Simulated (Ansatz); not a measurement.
# How fast states decay through SiF2

A new crystal, SiF2: structure, gap and complex bands. It is built by putting Si for Sn, F for I in the SnI2 structure of space group P4_2/mnm, with the volume rescaled by atomic radii. The parent structure comes from the Materials Project.

Main program and level: Ansatz 0.2.0; PBE DFT, plane waves, PAW files, in the first sound run; inputs show where later runs differ.

Most raw output is cut from this account.

The structure was built from a prototype and need not be the compound's stable phase.

## (1) Starting point

It takes space group P4_2/mnm (No. 136, tetragonal). The conventional cell has a = 5.324 Å, b = 5.324 Å, c = 3.243 Å, α = 90.00°, β = 90.00°, γ = 90.00°. Si has 6 F at 2.23 Å nearest. Nearest to F lie 3 Si at 2.23 Å. It derives from SnI2. Si for Sn, F for I in the SnI2 structure of space group P4_2/mnm. Farther neighbours and most contacts between anions are not listed.

## (2) Relaxing the new crystal

The substituted atoms don't fit the parent's cell, so cell and atoms relax together. A small smearing keeps the run stable in case the gap closes on the way.

The input, input.yaml:

```yaml
crystal:
  lattice:
    - [5.3240766658, 0.0, 0.0]
    - [0.0, 5.3240766658, 0.0]
    - [0.0, 0.0, 3.2429771769]
  atoms:
    - { symbol: Si, position: [0.0, 0.0, 0.0] }
    - { symbol: Si, position: [0.5, 0.5, 0.5] }
    - { symbol: F, position: [0.2959747, 0.2959747, 0.0] }
    - { symbol: F, position: [0.7040253, 0.7040253, 0.0] }
    - { symbol: F, position: [0.7959747, 0.2040253, 0.5] }
    - { symbol: F, position: [0.2040253, 0.7959747, 0.5] }
kpoints:
  mp_grid: { grid: [4, 4, 6] }
scf:
  occupations: { method: gaussian, width: 0.03 }
hamiltonian:
  xc: pbe
output:
  forces: true
  stress: true
relax:
  f_tol: 0.02
  max_steps: 60
  cell: {}
```

Command:

```console
$ ansatz run input.yaml --threads 2 --pin off --max-ram 4096MiB --backend cpu --events-out ev --progress --plain --runs-dir out
```

It took 36 s on 2 threads of Arm Neoverse V1, shared host; peak memory 0.35 GiB; 70 s of CPU time.

Step by step (22 of 27):

```
step  energy less that of the first step (eV)  largest force component (eV/Å)  pressure (GPa)  volume (Å³)
   1                                   0.0000                          0.0214           -1.16        91.92
   2                                  -0.0362                          0.0420           -0.21        90.90
   3                                  -0.0526                          0.0524           -0.20        90.56
   5                                  -0.0704                          0.0120            0.29        89.43
   6                                  -0.0707                          0.0076           -0.04        89.78
   7                                  -0.0719                          0.0047            0.00        89.75
   8                                  -0.0742                          0.0112            0.07        89.78
  10                                  -0.2587                          0.0532            2.09        90.95
  11                                  -0.3592                          0.4532           -5.79        93.82
  12                                  -0.8937                          0.2496           -3.89        89.85
  13                                  -1.3108                          0.0659           -3.29        90.58
  15                                  -1.6162                          0.1096           -1.49        83.18
  16                                  -1.6250                          0.0034           -0.02        82.25
  17                                  -1.6254                          0.0011           -0.01        82.14
 18*                                  -1.6766                          0.0057            0.91        82.14
  20                                  -1.6802                          0.0003            0.03        84.67
  21                                  -1.6799                          0.0003            0.00        84.77
 22*                                  -1.6912                          0.0008            0.28        84.77
  23                                  -1.6895                          0.0002            0.07        85.52
 25*                                  -1.6923                          0.0001            0.04        85.76
  26                                  -1.6917                          0.0005            0.01        85.94
 27*                                  -1.6924                          0.0005            0.01        85.94
```

Relaxation steps marked * repeat the geometry before them on a plane-wave basis chosen anew for their cell, so energy and pressure can jump there. Other such steps can lie between the rows shown.

The run keeps the 16 symmetry operations that it works with, so distortions that break them were not tested.

```
     cell as run  before  after   change
           a (Å)   5.324  5.856  +10.0 %
           b (Å)   5.324  5.856  +10.0 %
           c (Å)   3.243  2.506  -22.7 %
volume (Å³/atom)   15.32  14.32   -6.5 %
```

The atoms that moved most (Å, as changes of fractional coordinates times the final cell):

```
atom      dx      dy     dz  length
  F3  -0.534  -0.534  0.000   0.755
  F5  -0.534   0.534  0.000   0.755
  F6   0.534  -0.534  0.000   0.755
  F4   0.534   0.534  0.000   0.755
```

Final coordinates:

```xyz
6
Lattice="5.8558 0.0000 0.0000 0.0000 5.8558 0.0000 0.0000 0.0000 2.5061" Properties=species:S:1:pos:R:3 pbc="T T T"
Si    0.0000    0.0000    0.0000
Si    2.9279    2.9279    1.2531
F     1.1994    1.1994    0.0000
F     4.6564    4.6564    0.0000
F     4.1273    1.7285    1.2531
F     1.7285    4.1273    1.2531
```

Numbers from this step:

```
free energy  : -4505.5031 eV
Fermi energy : 4.301 eV
pressure     : 0.01244 GPa
```

The largest force component on a free atom ends at 5.3e-4 eV/Å.

## (3) The bulk crystal and its band edges

The energy window and the wavevectors of the next steps follow from the band edges, so these are searched first, off the mesh as well.

The input, input.yaml:

```yaml
crystal:
  lattice:
    - [5.8557778612, 0.0, 0.0]
    - [0.0, 5.8557778612, 0.0]
    - [0.0, 0.0, 2.5061495951]
  atoms:
    - { symbol: Si, position: [0.0, 0.0, 0.0] }
    - { symbol: Si, position: [0.5, 0.5, 0.5] }
    - { symbol: F, position: [0.2048233202, 0.2048233202, 0.0] }
    - { symbol: F, position: [0.7951766798, 0.7951766798, 0.0] }
    - { symbol: F, position: [0.7048233202, 0.2951766798, 0.5] }
    - { symbol: F, position: [0.2951766798, 0.7048233202, 0.5] }
kpoints:
  mp_grid: { grid: [4, 4, 8] }
  band_path: { path: [VBM, CBM], npoints: 30 }
scf:
  occupations: { method: fixed }
hamiltonian:
  xc: pbe
output:
  eigenvalues: true
  write_potential: true
  write_density: true
  volumetric_format: npy
  elf: true
```

Elapsed: 7 s, on 2 threads; peak memory 0.33 GiB; 14 s of CPU time.

This step gave:

```
free energy         : -4505.5066 eV
Fermi energy        : 3.168 eV
gap on the k-mesh   : 2.310 eV
gap on path         : 2.275 eV, by band count; negative where bands overlap
direct gap on path  : 2.671 eV
edge places on path : 0, 1.084 1/A along the path
```

Electronic bands along the path, in eV, zero at the Fermi level (highest filled level under fixed occupations); # counts the bands kept:

```
  point    #11    #12    #13    #14   #15   #16   #17   #18
    VBM  -4.29  -4.08  -0.44   0.04  2.71  3.25  5.06  5.06
halfway  -4.14  -4.02  -2.08  -0.19  3.17  3.17  6.00  7.47
    CBM  -3.00  -3.00  -2.93  -0.42  2.31  2.31  7.15  8.74
```

Valence density in the ab plane at fractional z = 0.000, with atoms of Si and F within 0.2 Å of it. It is the smooth field of the valence electrons, not physical close to the nuclei.

Values in e/Å³, 16 rows by 16 columns, each cell a mean:
```
 0  0  0  0  0  0  0  0  0  0  0  0  0  1  0  0
 0  0  0  0  0  0  0  0  0  0  0  1  3  3  1  0
 0  0  0  0  0  0  0  0  0  0  0  3  9  9  3  1
 0  0  0  0  0  0  0  0  0  0  0  3  9  9  3  0
 0  0  0  0  0  0  0  0  0  0  0  1  3  3  1  0
 0  0  0  0  0  0  0  0  0  0  0  0  0  0  0  0
 0  0  0  0  0  0  0  0  0  0  0  0  0  0  0  0
 0  0  0  0  0  0  0  0  0  0  0  0  0  0  0  0
 0  0  0  0  0  0  0  0  0  0  0  0  0  0  0  0
 0  0  0  0  0  0  0  0  0  0  0  0  0  0  0  0
 0  0  1  1  1  0  0  0  0  0  0  0  0  0  0  0
 0  1  4  7  4  1  0  0  0  0  0  0  0  0  0  0
 0  1  6 12  7  1  0  0  0  0  0  0  0  0  0  0
 0  1  3  6  4  1  0  0  0  0  0  0  0  0  0  0
 0  1  1  1  1  0  0  0  0  0  0  0  0  0  0  0
 0  0  0  0  0  0  0  0  0  0  0  0  0  0  0  0
```
Columns run along a (5.9 Å), rows up along b (5.9 Å). Atoms in or near the plane, at fractional coordinates: Si at (0.00, 0.00), F at (0.20, 0.20), F at (0.80, 0.80).

Electrostatic potential energy in the ab plane at fractional z = 0.000, with atoms of Si and F within 0.2 Å of it. With pseudopotentials it is smooth inside the atoms' cores, unlike the true potential.

Values in eV, 16 rows by 16 columns, each cell a mean:
```
-43 -39 -13   1   6   8   9   9   9   9   9   8   4  -3 -25 -43
-31 -19  -4   4   7   9   9   9   9   9   8   0 -19 -23 -15 -25
 -5  -2   3   6   8   9   9   9   9   9   7 -18 -39 -41 -23  -3
  4   5   6   8   9   9   9   8   8   8   7 -18 -39 -39 -19   4
  8   8   8   9   9   9   8   7   7   7   7  -1 -18 -18   0   8
  9   9   9   9   8   8   6   5   5   6   7   7   7   7   8   9
  9   9   9   9   8   7   5   4   3   4   6   7   8   9   9   9
  9   9   9   9   8   6   4   3   2   3   5   7   8   9   9   9
  9   9   9   9   8   6   4   3   3   4   5   7   8   9   9   9
  9   9   9   8   8   7   6   4   4   5   6   8   9   9   9   9
  8   8   3  -4   1   7   7   6   6   7   8   9   9   9   9   8
  6   2 -24 -35 -25   1   8   8   8   8   8   9   9   8   7   6
  1  -6 -36 -42 -35  -4   8   9   9   9   9   9   8   6   4   1
-16 -11 -28 -36 -24   3   9   9   9   9   9   8   6   3  -4 -13
-41 -31 -11  -6   2   8   9   9   9   9   9   8   5  -2 -19 -39
-43 -41 -16   1   6   8   9   9   9   9   9   8   4  -5 -31 -43
```
Columns run along a (5.9 Å; values clipped at the 3rd and 97th percentile), rows up along b (5.9 Å). Atoms in or near the plane, at fractional coordinates: Si at (0.00, 0.00), F at (0.20, 0.20), F at (0.80, 0.80).

ELF in the ab plane at fractional z = 0.000, with atoms of Si and F within 0.2 Å of it. It is the smooth field of the valence electrons, not physical close to the nuclei.

Ten even steps from '_' (0.00) to '@' (0.98), each cell a mean:
```
------..____________::==++++==::
::==--..__________..==########==
::::..____________..++%%****##++
..__________________==##****##++
________________..__::**##%%##==
______________--**==..::==++==::
____________--##@@%%==____....__
__________::##@@@@@@**..________
__________::%%@@@@##--__________
__::----....==%%##--____________
..++####**::..::::______________
::**%%####**..__________________
--####++####--______________....
--**####%%##--____________..----
::==**##**++::____________::==--
==::----::..____________..::::--
```
Columns run along a (5.9 Å), rows up along b (5.9 Å). Atoms in or near the plane, at fractional coordinates: Si at (0.00, 0.00), F at (0.20, 0.20), F at (0.80, 0.80).

The searched edges give 2.27 eV, under the 2.31 eV of the mesh, which misses an edge.

## (4) Complex bands

This step: PBE DFT, plane waves, PAW files; complex bands by layer matching along the plane's normal (Ansatz 0.2.0).

The same crystal is laid in a cell whose first two vectors span the (001) plane (indices of the standard conventional cell, whose axes can be ordered otherwise than in the bulk input). At fixed energy and wavevector in the plane the solver finds all kz, real and complex. A few wavevectors are listed, (0, 0) and (0.5, 0) in units of the plane's reciprocal vectors; the slowest state needn't be among them.

The input, input.yaml:

```yaml
crystal:
  lattice:
    - [5.855777861, 0.0, 0.0]
    - [0.0, 5.855777861, 0.0]
    - [0.0, 0.0, 2.506149595]
  atoms:
    - { symbol: Si, position: [0.0, 0.0, 0.0] }
    - { symbol: Si, position: [0.5, 0.5, 0.5] }
    - { symbol: F, position: [0.2048233202, 0.2048233202, 0.0] }
    - { symbol: F, position: [0.7951766798, 0.7951766798, 0.0] }
    - { symbol: F, position: [0.7048233202, 0.2951766798, 0.5] }
    - { symbol: F, position: [0.2951766798, 0.7048233202, 0.5] }
kpoints:
  mp_grid: { grid: [4, 4, 10] }
scf:
  occupations: { method: fixed }
hamiltonian:
  xc: pbe
output:
  eigenvalues: true
  transmission:
    leads: [[0, 0]]
    kpoints: [[0.0, 0.0], [0.5, 0.0]]
    e_range: [-1.0, 3.27]
    de: 0.07
```

Wall time 63 s (2 threads); peak memory 0.88 GiB; 2.1 min of CPU time.

Numbers from this step:

- free energy: -4505.5070 eV
- Fermi energy: 3.189 eV
- gap on the k-mesh: 2.289 eV
- level to which the leads are filled: 1.144 eV from the Fermi level
- decay constant at the filling level, zone centre: 0.2805 Å⁻¹
- decay constant at the filling level, slowest listed point: 0.2805 Å⁻¹

K parallel (0, 0); values up to 1.5 1/Å, a degenerate pair printed once or twice; energies at which all values exceed this have no row. Table of Im kz of the slowest decaying states by energy, zero at the highest filled level on the SCF mesh:

```
energy (eV)  decay 1 (Å⁻¹)  decay 2 (Å⁻¹)  decay 3 (Å⁻¹)  decay 4 (Å⁻¹)
      -1.00          0.424          0.514          0.745          0.753
      -0.79          0.387          0.528          0.746          0.756
      -0.58          0.289          0.540          0.738          0.767
      -0.37          0.548          0.731          0.777           1.04
      -0.16          0.554          0.741          0.786          0.963
      -0.02          0.556          0.779          0.792          0.917
       0.05          0.118          0.556          0.794          0.808
       0.26          0.243          0.555          0.802          0.852
       0.47          0.277          0.551          0.809          0.825
       0.68          0.288          0.541          0.809          0.816
       0.89          0.289          0.527          0.801          0.821
       1.10          0.284          0.506          0.796          0.826
       1.38          0.268          0.464          0.794          0.832
       1.59          0.250          0.421          0.794          0.836
       1.80          0.227          0.363          0.795          0.838
       2.01          0.197          0.281          0.796          0.840
       2.22          0.143          0.158          0.798          0.841
       2.43         0.0986          0.800          0.841          0.886
       2.64          0.802          0.840          0.876           1.10
       2.85          0.804          0.839          0.868           1.10
       3.06          0.805          0.836          0.861           1.10
       3.27          0.807          0.832          0.854           1.10
```

K parallel (0, 0). Table of Re kz of states that move upwards by energy, zero at the highest filled level on the SCF mesh:

```
energy (eV)  channel 1 (Å⁻¹)  channel 2 (Å⁻¹)  channel 3 (Å⁻¹)  channel 4 (Å⁻¹)
    -1.0000            0.918                -                -                -
    -0.7200             1.00                -                -                -
    -0.5100             1.07                -                -                -
    -0.2300            0.514             1.17                -                -
    -0.0200            -1.19            0.946                -                -
     0.2600                -                -                -                -
     0.4700                -                -                -                -
     0.7500                -                -                -                -
     1.0300                -                -                -                -
     1.2400                -                -                -                -
     1.5200                -                -                -                -
     1.7300                -                -                -                -
     2.0100                -                -                -                -
     2.2200                -                -                -                -
     2.5000            0.257            0.257                -                -
     2.7800            -1.19            -1.05            0.401            0.401
     2.9900            -1.13           -0.992            0.486            0.486
     3.2700            -1.08           -0.932            0.584            0.584
```

K parallel (0.5, 0); values up to 1.5 1/Å, a degenerate pair printed once or twice; energies at which all values exceed this have no row. Im kz of the slowest decaying states against energy, zero at the highest filled level on the SCF mesh:

```
energy (eV)  decay 1 (Å⁻¹)  decay 2 (Å⁻¹)  decay 3 (Å⁻¹)  decay 4 (Å⁻¹)
      -1.00          0.545          0.801          0.812           1.05
      -0.79          0.563          0.798          0.825           1.05
      -0.58          0.580          0.797          0.842           1.06
      -0.37          0.594          0.799          0.864           1.06
      -0.16         0.0405          0.608          0.801          0.892
      -0.02          0.165          0.616          0.804          0.915
       0.05          0.195          0.619          0.805          0.928
       0.26          0.250          0.630          0.809          0.994
       0.47          0.279          0.639          0.812           1.01
       0.68          0.293          0.647          0.816           1.03
       0.89          0.297          0.653          0.819           1.04
       1.10          0.293          0.659          0.821           1.05
       1.38          0.278          0.663          0.820           1.02
       1.59          0.259          0.662          0.814          0.963
       1.80          0.233          0.657          0.795          0.917
       2.01          0.198          0.639          0.761          0.890
       2.22          0.148          0.590          0.729          0.879
       2.43         0.0483          0.498          0.712          0.874
       2.64          0.359          0.703          0.873           1.15
       2.85         0.0257          0.697          0.873           1.17
       3.06          0.692          0.873           1.18           1.27
       3.27          0.686          0.873           1.19           1.27
```

At the listed wavevectors the last open channel is at -0.02 eV and the next at +2.29 eV on the grid. At +1.17 eV, the grid energy nearest the filling level (the middle of the gap on the SCF mesh), the slowest state at the listed wavevectors decays with κ = 0.281 Å⁻¹, its amplitude falling by e over 3.6 Å. Through 1 nm of this crystal that state's transmission falls by exp(−2 × 0.281 Å⁻¹ × 10 Å) = 0.0037.

## (5) Decay over the two-dimensional zone

The listed points could miss the slowest state, so one energy near mid-gap is solved on a mesh of 6×6.

input.yaml, as its differences from that of step 4:

```diff
@@ -20,6 +20,2 @@
   eigenvalues: true
-  transmission:
-    leads: [[0, 0]]
-    kpoints: [[0.0, 0.0], [0.5, 0.0]]
-    e_range: [-1.0, 3.27]
-    de: 0.07
+  transmission: { leads: [[0, 0]], kmesh: [6, 6], e_range: [1.14, 1.15], de: 0.05 }
```

Elapsed: 24 s, on 2 threads; peak memory 0.75 GiB.

This step gave:

- least decay constant on the mesh: 0.2819 Å⁻¹

Slowest decay constant (1/Å; 0 where a channel is open) over k1 and k2. At 1.1400 eV from the Fermi level.

Ten even steps from '_' (0.282) to '@' (0.385):
```
##**::__::**
--::______::
____________
--::______::
##**::__::**
@@##--__--##
```
Columns: k1 (b1) from -0.5 to 0.333; rows upwards: k2 (b2) from -0.5 to 0.333.

The least value on the mesh is 0.282 Å⁻¹ at +1.14 eV. At that energy the listed points give about 0.282 Å⁻¹ by interpolation, so the mesh holds no clearly slower state.

## (6) Band edges at another level, cutoff 1320 eV

This step: PBE DFT, plane waves, norm-conserving files (Ansatz 0.2.0).

The edges again with norm-conserving files, at the same atoms. Against that run the cutoff is 1320 eV against 420.

The input, input.yaml:

```yaml
crystal:
  lattice:
    - [5.8557778612, 0.0, 0.0]
    - [0.0, 5.8557778612, 0.0]
    - [0.0, 0.0, 2.5061495951]
  atoms:
    - { symbol: Si, position: [0.0, 0.0, 0.0] }
    - { symbol: Si, position: [0.5, 0.5, 0.5] }
    - { symbol: F, position: [0.2048233202, 0.2048233202, 0.0] }
    - { symbol: F, position: [0.7951766798, 0.7951766798, 0.0] }
    - { symbol: F, position: [0.7048233202, 0.2951766798, 0.5] }
    - { symbol: F, position: [0.2951766798, 0.7048233202, 0.5] }
kpoints:
  mp_grid: { grid: [4, 4, 8] }
  band_path: { path: [VBM, CBM], npoints: 30 }
scf:
  occupations: { method: fixed }
hamiltonian:
  xc: pbe
  pseudopotentials: { kind: nc }
output:
  eigenvalues: true
```

It took 34 s on 2 threads; peak memory 0.57 GiB; 68 s of CPU time.

Numbers from this step:

```yaml
free_energy: -2965.0186 eV
fermi_energy: 3.171 eV
gap_on_the_k_mesh: 2.297 eV
gap_on_path: 2.257 eV, by band count; negative where bands overlap
direct_gap_on_path: 2.621 eV
edge_places_on_path: 0, 1.097 1/A along the path
```

The electronic bands at the labelled points (eV, zero at the Fermi level (highest filled level under fixed occupations); # counts the bands kept):

```
  point    #11    #12    #13    #14   #15   #16   #17   #18
    VBM  -4.29  -4.08  -0.40   0.04  2.66  3.17  5.08  5.08
halfway  -4.15  -4.02  -2.07  -0.20  3.17  3.17  5.95  7.41
    CBM  -2.99  -2.99  -2.92  -0.43  2.30  2.30  7.15  8.71
```

The searched edges give 2.26 eV, under the 2.30 eV of the mesh, which misses an edge.

[end of part 1 of 2]

[Logs are printed without paths, hosts, clocks, repeated set-up lines and the standing remarks that a program may print on its own settings, such as how far it seeks lower states.]

[Hosts, paths, dates, database ids (printed as entryN), source tags and the programs' standing remarks are cut or masked in the printed files.]
